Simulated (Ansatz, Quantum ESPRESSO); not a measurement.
# Ballistic transmission: vacuum gap of 6.0 Å between two Al(111) faces, part 2 of 4

Aim: the zero-bias transmission with pwcond for this junction: vacuum gap of 6.0 Å between two Al(111) faces.

Quantum ESPRESSO 7.5; plane-wave DFT, PBE, GBRV ultrasoft pseudopotentials; cross-check by Ansatz 0.2.0 with PAW datasets.

So far. Step 2 (Self-consistent run): The run needed 56 iterations to bring the estimated error under 1e-07 Ry; the largest force on any atom, held or free, is 0.12 eV/Å.

## Step 3: The open system

Level of this step: transmission by pwcond, lead and junction from one cell; plane-wave DFT, PBE, GBRV ultrasoft pseudopotentials (Quantum ESPRESSO).

prefixt takes both regions from one run: the lead from 0 to bdl, the scattering region from bdl to bds (units of alat). ikind = 1 puts the same lead on both sides. The program's T_tot counts both spins in a run without spin; the tables below give T per spin.

cond.in

```
&inputcond
  outdir = './out'
  prefixt = 'scf'
  tran_file = 'cond.dat'
  bdl = 2.4494897419
  bds = 15.9807590483
  ikind = 1
  ewind = 4.0
  epsproj = 1e-05
  nz1 = 7
  energy0 = 0.4
  denergy = -0.4
/
14
  0.00000000 0.00000000 0.01000000
  0.00000000 0.10000000 0.06000000
  0.00000000 0.20000000 0.06000000
  0.00000000 0.30000000 0.06000000
  0.00000000 0.40000000 0.06000000
  0.00000000 0.50000000 0.03000000
  0.10000000 0.20000000 0.06000000
  0.10000000 0.30000000 0.12000000
  0.10000000 0.40000000 0.12000000
  0.10000000 0.50000000 0.12000000
  0.20000000 0.40000000 0.06000000
  0.20000000 0.50000000 0.12000000
  0.20000000 0.60000000 0.06000000
  0.30000000 0.60000000 0.06000000
3
```

Command:

```bash
$ OMP_NUM_THREADS=1 mpirun -n 2 pwcond.x -in cond.in > cond.out
```

Output:

```text
[banner, memory and clock lines left out]
Program PWCOND v.7.5 starts

          URL

     ./out/scf.save/

     IMPORTANT: XC functional enforced from input :
     Exchange-correlation= PBE
                           (   1   4   3   4   0   0   0)
     Any further DFT definition will be discarded
     Please, verify this is what you really want

     Reading collected, re-writing distributed wavefunctions

===== INPUT FILE containing all the regions =====

     GEOMETRY:

     lattice parameter (alat)  =       5.3984  a.u.
     the volume                =    2177.3274 (a.u.)^3
     the cross section         =      25.2384 (a.u.)^2
     l of the unit cell        =      15.9808 (alat)
     number of atoms/cell      =           18
     number of atomic types    =            1

     crystal axes: (cart. coord. in units of alat)
               a(1) = (  1.0000  0.0000  0.0000 )
               a(2) = (  0.5000  0.8660  0.0000 )
               a(3) = (  0.0000  0.0000 15.9808 )

   Cartesian axes

     site n.     atom                  positions (alat units)
          1        Al     tau(  1)=(  0.0000  0.0000 15.9808  )
          2        Al     tau(  2)=(  0.5000  0.2887  0.8165  )
          3        Al     tau(  3)=(  1.0000  0.5774  1.6330  )
          4        Al     tau(  4)=(  0.0000  0.0000  2.4495  )
          5        Al     tau(  5)=(  0.5000  0.2887  3.2660  )
          6        Al     tau(  6)=(  1.0000  0.5774  4.0825  )
          7        Al     tau(  7)=(  0.0000  0.0000  4.8990  )
          8        Al     tau(  8)=(  0.5000  0.2887  5.7155  )
          9        Al     tau(  9)=(  1.0000  0.5774  6.5320  )
         10        Al     tau( 10)=(  0.0000  0.0000  8.6323  )
         11        Al     tau( 11)=(  0.5000  0.2887  9.4488  )
         12        Al     tau( 12)=(  1.0000  0.5774 10.2653  )
         13        Al     tau( 13)=(  0.0000  0.0000 11.0818  )
         14        Al     tau( 14)=(  0.5000  0.2887 11.8983  )
         15        Al     tau( 15)=(  1.0000  0.5774 12.7148  )
         16        Al     tau( 16)=(  0.0000  0.0000 13.5313  )
         17        Al     tau( 17)=(  0.5000  0.2887 14.3478  )
         18        Al     tau( 18)=(  1.0000  0.5774 15.1643  )

     nr1s                      =           24
     nr2s                      =           24
     nr3s                      =          360
     nr1sx                     =           24
     nr2sx                     =           24
     nr3sx                     =          360
     nr1                       =           25
     nr2                       =           25
     nr3                       =          400
     nr1x                      =           25
     nr2x                      =           25
     nr3x                      =          400

 _______________________________
  Radii of nonlocal spheres:

     type       ibeta     ang. mom.          radius (alat units)
       Al         1         0                    0.3554
       Al         2         1                    0.3554
       Al         3         2                    0.3554
----- General information -----

--- T calc. with identical leads (ikind=1) ---

     nrx                       =           24
     nry                       =           24
     nz1                       =            7

     energy0               =         4.0E-01
     denergy               =        -4.0E-01
     nenergy               =          3
     ecut2d                =         4.0E+01
     ewind                 =         4.0E+00
     epsproj               =         1.0E-05

     number of k_|| points=   14
                       cryst. coord.
        k(    1) = (   0.0000000   0.0000000), wk =   0.0100000
        k(    2) = (   0.0000000   0.1000000), wk =   0.0600000
        k(    3) = (   0.0000000   0.2000000), wk =   0.0600000
        k(    4) = (   0.0000000   0.3000000), wk =   0.0600000
        k(    5) = (   0.0000000   0.4000000), wk =   0.0600000
        k(    6) = (   0.0000000   0.5000000), wk =   0.0300000
        k(    7) = (   0.1000000   0.2000000), wk =   0.0600000
        k(    8) = (   0.1000000   0.3000000), wk =   0.1200000
        k(    9) = (   0.1000000   0.4000000), wk =   0.1200000
        k(   10) = (   0.1000000   0.5000000), wk =   0.1200000
        k(   11) = (   0.2000000   0.4000000), wk =   0.0600000
        k(   12) = (   0.2000000   0.5000000), wk =   0.1200000
        k(   13) = (   0.2000000   0.6000000), wk =   0.0600000
        k(   14) = (   0.3000000   0.6000000), wk =   0.0600000
----- Information about left/right lead -----

     nocros                   =            9
     noins                    =           18
     norb                     =           36
     norbf                    =          144
     nrz                      =           55

      iorb      type   ibeta   ang. mom.   m       position (alat)
        1        1       1        0        1   taunew(   1)=(  0.0000  0.0000  0.0000)
        2        1       2        1        1   taunew(   2)=(  0.0000  0.0000  0.0000)
        3        1       2        1        2   taunew(   3)=(  0.0000  0.0000  0.0000)
        4        1       2        1        3   taunew(   4)=(  0.0000  0.0000  0.0000)
        5        1       3        2        1   taunew(   5)=(  0.0000  0.0000  0.0000)
        6        1       3        2        2   taunew(   6)=(  0.0000  0.0000  0.0000)
        7        1       3        2        3   taunew(   7)=(  0.0000  0.0000  0.0000)
        8        1       3        2        4   taunew(   8)=(  0.0000  0.0000  0.0000)
        9        1       3        2        5   taunew(   9)=(  0.0000  0.0000  0.0000)
       10        1       1        0        1   taunew(  10)=(  0.5000  0.2887  0.8165)
       11        1       2        1        1   taunew(  11)=(  0.5000  0.2887  0.8165)
       12        1       2        1        2   taunew(  12)=(  0.5000  0.2887  0.8165)
       13        1       2        1        3   taunew(  13)=(  0.5000  0.2887  0.8165)
       14        1       3        2        1   taunew(  14)=(  0.5000  0.2887  0.8165)
       15        1       3        2        2   taunew(  15)=(  0.5000  0.2887  0.8165)
       16        1       3        2        3   taunew(  16)=(  0.5000  0.2887  0.8165)
       17        1       3        2        4   taunew(  17)=(  0.5000  0.2887  0.8165)
       18        1       3        2        5   taunew(  18)=(  0.5000  0.2887  0.8165)
       19        1       1        0        1   taunew(  19)=(  1.0000  0.5774  1.6330)
       20        1       2        1        1   taunew(  20)=(  1.0000  0.5774  1.6330)
       21        1       2        1        2   taunew(  21)=(  1.0000  0.5774  1.6330)
[...]
92        1       2        1        1   taunew(  92)=(  0.5000  0.2887  9.4488)
       93        1       2        1        2   taunew(  93)=(  0.5000  0.2887  9.4488)
       94        1       2        1        3   taunew(  94)=(  0.5000  0.2887  9.4488)
       95        1       3        2        1   taunew(  95)=(  0.5000  0.2887  9.4488)
       96        1       3        2        2   taunew(  96)=(  0.5000  0.2887  9.4488)
       97        1       3        2        3   taunew(  97)=(  0.5000  0.2887  9.4488)
       98        1       3        2        4   taunew(  98)=(  0.5000  0.2887  9.4488)
       99        1       3        2        5   taunew(  99)=(  0.5000  0.2887  9.4488)
      100        1       1        0        1   taunew( 100)=(  1.0000  0.5774 10.2653)
      101        1       2        1        1   taunew( 101)=(  1.0000  0.5774 10.2653)
      102        1       2        1        2   taunew( 102)=(  1.0000  0.5774 10.2653)
      103        1       2        1        3   taunew( 103)=(  1.0000  0.5774 10.2653)
      104        1       3        2        1   taunew( 104)=(  1.0000  0.5774 10.2653)
      105        1       3        2        2   taunew( 105)=(  1.0000  0.5774 10.2653)
      106        1       3        2        3   taunew( 106)=(  1.0000  0.5774 10.2653)
      107        1       3        2        4   taunew( 107)=(  1.0000  0.5774 10.2653)
      108        1       3        2        5   taunew( 108)=(  1.0000  0.5774 10.2653)
      109        1       1        0        1   taunew( 109)=(  0.0000  0.0000 11.0818)
      110        1       2        1        1   taunew( 110)=(  0.0000  0.0000 11.0818)
      111        1       2        1        2   taunew( 111)=(  0.0000  0.0000 11.0818)
      112        1       2        1        3   taunew( 112)=(  0.0000  0.0000 11.0818)
      113        1       3        2        1   taunew( 113)=(  0.0000  0.0000 11.0818)
      114        1       3        2        2   taunew( 114)=(  0.0000  0.0000 11.0818)
      115        1       3        2        3   taunew( 115)=(  0.0000  0.0000 11.0818)
      116        1       3        2        4   taunew( 116)=(  0.0000  0.0000 11.0818)
      117        1       3        2        5   taunew( 117)=(  0.0000  0.0000 11.0818)
      118        1       1        0        1   taunew( 118)=(  0.5000  0.2887 11.8983)
      119        1       2        1        1   taunew( 119)=(  0.5000  0.2887 11.8983)
      120        1       2        1        2   taunew( 120)=(  0.5000  0.2887 11.8983)
      121        1       2        1        3   taunew( 121)=(  0.5000  0.2887 11.8983)
      122        1       3        2        1   taunew( 122)=(  0.5000  0.2887 11.8983)
      123        1       3        2        2   taunew( 123)=(  0.5000  0.2887 11.8983)
      124        1       3        2        3   taunew( 124)=(  0.5000  0.2887 11.8983)
      125        1       3        2        4   taunew( 125)=(  0.5000  0.2887 11.8983)
      126        1       3        2        5   taunew( 126)=(  0.5000  0.2887 11.8983)
      127        1       1        0        1   taunew( 127)=(  1.0000  0.5774 12.7148)
      128        1       2        1        1   taunew( 128)=(  1.0000  0.5774 12.7148)
      129        1       2        1        2   taunew( 129)=(  1.0000  0.5774 12.7148)
      130        1       2        1        3   taunew( 130)=(  1.0000  0.5774 12.7148)
      131        1       3        2        1   taunew( 131)=(  1.0000  0.5774 12.7148)
      132        1       3        2        2   taunew( 132)=(  1.0000  0.5774 12.7148)
      133        1       3        2        3   taunew( 133)=(  1.0000  0.5774 12.7148)
      134        1       3        2        4   taunew( 134)=(  1.0000  0.5774 12.7148)
      135        1       3        2        5   taunew( 135)=(  1.0000  0.5774 12.7148)
      136        1       1        0        1   taunew( 136)=(  0.0000  0.0000 13.5313)
      137        1       2        1        1   taunew( 137)=(  0.0000  0.0000 13.5313)
      138        1       2        1        2   taunew( 138)=(  0.0000  0.0000 13.5313)
      139        1       2        1        3   taunew( 139)=(  0.0000  0.0000 13.5313)
      140        1       3        2        1   taunew( 140)=(  0.0000  0.0000 13.5313)
      141        1       3        2        2   taunew( 141)=(  0.0000  0.0000 13.5313)
      142        1       3        2        3   taunew( 142)=(  0.0000  0.0000 13.5313)
      143        1       3        2        4   taunew( 143)=(  0.0000  0.0000 13.5313)
      144        1       3        2        5   taunew( 144)=(  0.0000  0.0000 13.5313)
 ngper, shell number =           85          11
 ngper, n2d =           85          64
---  E-Ef =    0.4000000  k =    0.0000000   0.0000000
---  ie =          1  ik =          1
 Nchannels of the left tip =            1
 Right moving states:
   k1(2pi/a)   k2(2pi/a)   E-Ef (eV)
   0.0068522   0.0000011   0.4000000
 Left moving states:
   k1(2pi/a)   k2(2pi/a)   E-Ef (eV)
  -0.0068522   0.0000011   0.4000000

 to transmit
 Band j to band i transmissions and reflections:
    j         i     |T_ij|^2    |R_ij|^2

    1 -->     1     0.10017     0.89983
   Total T_j, R_j =    0.10017  0.89983

E-Ef(ev), T(x2 spins) =    0.4000000   0.2003429
---  E-Ef =    0.0000000  k =    0.0000000   0.0000000
---  ie =          2  ik =          1
 Nchannels of the left tip =            1
 Right moving states:
   k1(2pi/a)   k2(2pi/a)   E-Ef (eV)
  -0.0289770   0.0000012   0.0000000
 Left moving states:
   k1(2pi/a)   k2(2pi/a)   E-Ef (eV)
   0.0289770   0.0000012   0.0000000

 to transmit
 Band j to band i transmissions and reflections:
    j         i     |T_ij|^2    |R_ij|^2

    1 -->     1     0.06862     0.93138
   Total T_j, R_j =    0.06862  0.93138

E-Ef(ev), T(x2 spins) =    0.0000000   0.1372351
---  E-Ef =   -0.4000000  k =    0.0000000   0.0000000
---  ie =          3  ik =          1
 Nchannels of the left tip =            1
 Right moving states:
   k1(2pi/a)   k2(2pi/a)   E-Ef (eV)
  -0.0653619   0.0000012  -0.4000000
 Left moving states:
   k1(2pi/a)   k2(2pi/a)   E-Ef (eV)
   0.0653619   0.0000012  -0.4000000

 to transmit
 Band j to band i transmissions and reflections:
    j         i     |T_ij|^2    |R_ij|^2

    1 -->     1     0.04844     0.95156
   Total T_j, R_j =    0.04844  0.95156

E-Ef(ev), T(x2 spins) =   -0.4000000   0.0968855
 ngper, shell number =           85          47
 ngper, n2d =           85          64
[... further energies and points left out ...]
---  E-Ef =    0.4000000  k =    0.3000000   0.6000000
---  ie =          1  ik =         14
 Nchannels of the left tip =            2
 Right moving states:
   k1(2pi/a)   k2(2pi/a)   E-Ef (eV)
  -0.0293013   0.0000012   0.4000000
   0.3096366   0.0000019   0.4000000
 Left moving states:
   k1(2pi/a)   k2(2pi/a)   E-Ef (eV)
   0.0293013   0.0000012   0.4000000
  -0.3096366   0.0000019   0.4000000

 to transmit
 Band j to band i transmissions and reflections:
    j         i     |T_ij|^2    |R_ij|^2

    1 -->     1     0.00008     0.80023
    1 -->     2     0.00003     0.19967
   Total T_j, R_j =    0.00010  0.99990

    2 -->     1     0.00002     0.19967
    2 -->     2     0.00035     0.79996
   Total T_j, R_j =    0.00037  0.99963

E-Ef(ev), T(x2 spins) =    0.4000000   0.0009494
---  E-Ef =    0.0000000  k =    0.3000000   0.6000000
---  ie =          2  ik =         14
 Nchannels of the left tip =            0
 Right moving states:
   k1(2pi/a)   k2(2pi/a)   E-Ef (eV)
 Left moving states:
   k1(2pi/a)   k2(2pi/a)   E-Ef (eV)

 to transmit
          E-Ef(ev), T =    0.0000000   0.0000000
---  E-Ef =   -0.4000000  k =    0.3000000   0.6000000
---  ie =          3  ik =         14
 Nchannels of the left tip =            0
 Right moving states:
   k1(2pi/a)   k2(2pi/a)   E-Ef (eV)
 Left moving states:
   k1(2pi/a)   k2(2pi/a)   E-Ef (eV)

 to transmit
          E-Ef(ev), T =   -0.4000000   0.0000000
   T_tot     0.40000      0.34520E-01
   T_tot     0.00000      0.23733E-01
   T_tot    -0.40000      0.17635E-01

Note: The following floating-point exceptions are signalling: IEEE_UNDERFLOW_FLAG
Note: The following floating-point exceptions are signalling: IEEE_UNDERFLOW_FLAG
```

Elapsed: 2 min, on 2 MPI ranks of Arm Neoverse N1, shared host; peak memory 0.14 GiB; 4 min of CPU time.

Numbers from this step:

| Quantity | Value |
| --- | --- |
| lead channels at the Fermi level, one spin | 1.51 |
| transmission at the Fermi level, one spin | 0.01187 |
| conductance | 0.01187 G₀ |

Per spin; mean over the k mesh across the current. The open channels, zone mean by energy, zero at the Fermi level:

```
energy (eV)  open channels, zone mean
     -0.400                      1.33
      0.000                      1.51
      0.400                      1.51
```

Per spin; mean over the k mesh across the current. Table of transmission, zone mean by energy, zero at the Fermi level:

```
energy (eV)  transmission, zone mean
     -0.400                  0.00882
      0.000                   0.0119
      0.400                   0.0173
```

At 0.000 eV; k in fractions of b1, b2. Transmission by k point:

```
 k1   k2  weight         t  channels
  0    0    0.01   0.06862         1
  0  0.1    0.06   0.05544         1
  0  0.2    0.06   0.02929         1
  0  0.3    0.06   0.01217         1
  0  0.4    0.06  0.002131         2
  0  0.5    0.03   8.38e-4         2
0.1  0.2    0.06   0.03615         1
0.1  0.3    0.12   0.01588         1
0.1  0.4    0.12  0.004212         2
0.1  0.5    0.12   2.44e-4         2
0.2  0.4    0.06   0.00593         1
0.2  0.5    0.12  0.001828         2
0.2  0.6    0.06   4.92e-4         3
0.3  0.6    0.06         0         0
```

The program's own clock; routines nest. Time by routine:

```
     routine  wall time (s)  calls
      PWCOND          119.7      1
scatter_forw          101.7     84
       local          12.15     14
      compbs           4.06     42
    compbs_2           3.43     42
        init           0.59      1
       poten           0.11      1
```

At no point does T exceed the number of channels.

[end of part 2 of 4]

[Logs are printed without paths, hosts, clocks, repeated set-up lines and the standing remarks that a program may print on its own settings, such as how far it seeks lower states.]

[Hosts, paths, dates, database ids (printed as entryN), source tags and the programs' standing remarks are cut or masked in the printed files.]

[Maps of the electrostatic potential energy from Ansatz leave out the sawtooth potential of an applied field or a dipole correction, so their vacuum need not be flat; planar profiles and work functions include it.]
